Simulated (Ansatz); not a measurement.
Rows from a G0W0 calculation on CsPbBr3 (Pm-3m) (Ansatz 0.2.0; G0W0 on PBE, plane waves, all-electron datasets made for the crystal; 4×4×4 mesh, 878 empty bands, screening to 150 eV, all-electron files), in eV. Spin-orbit coupling is left out.

```tsv
row	k	band	start	Σx	Σc at the solution	Vxc
A	(-0.500, -0.500, -0.500)	c1	10.390	-7.991	-3.309	-11.565
B	(-0.500, -0.500, -0.500)	v1	8.711	-19.126	0.740	-17.583
C	(-0.500, -0.500, -0.500)	v2	7.253	-19.525	2.535	-15.718
```

**Question.** Give the quasiparticle energies and the shift of each level.

The quasiparticle equation reads E = start + Σx + Σc(E) − Vxc.

```tsv
row	E (eV)	shift (eV)
A	10.656	+0.266
B	7.909	−0.802
C	5.982	−1.271
```

The gap over the computed points goes from 1.68 eV to 2.75 eV.

Limits: not at the basis limit; no spin-orbit coupling.

[Paths, hosts, dates, memory and timing lines, banners, echoed tables and standing remarks are left out of the program output.]

[Logs are printed without paths, hosts, clocks, repeated set-up lines and the standing remarks that a program may print on its own settings, such as how far it seeks lower states.]

[Runs of the session that timed out or met a known fault of the program may be left out.]

[Cells called generated may have been cut or substituted from an entry of the Crystallography Open Database or the Materials Project.]

[Hosts, paths, dates, database ids (printed as entryN), source tags and the programs' standing remarks are cut or masked in the printed files.]
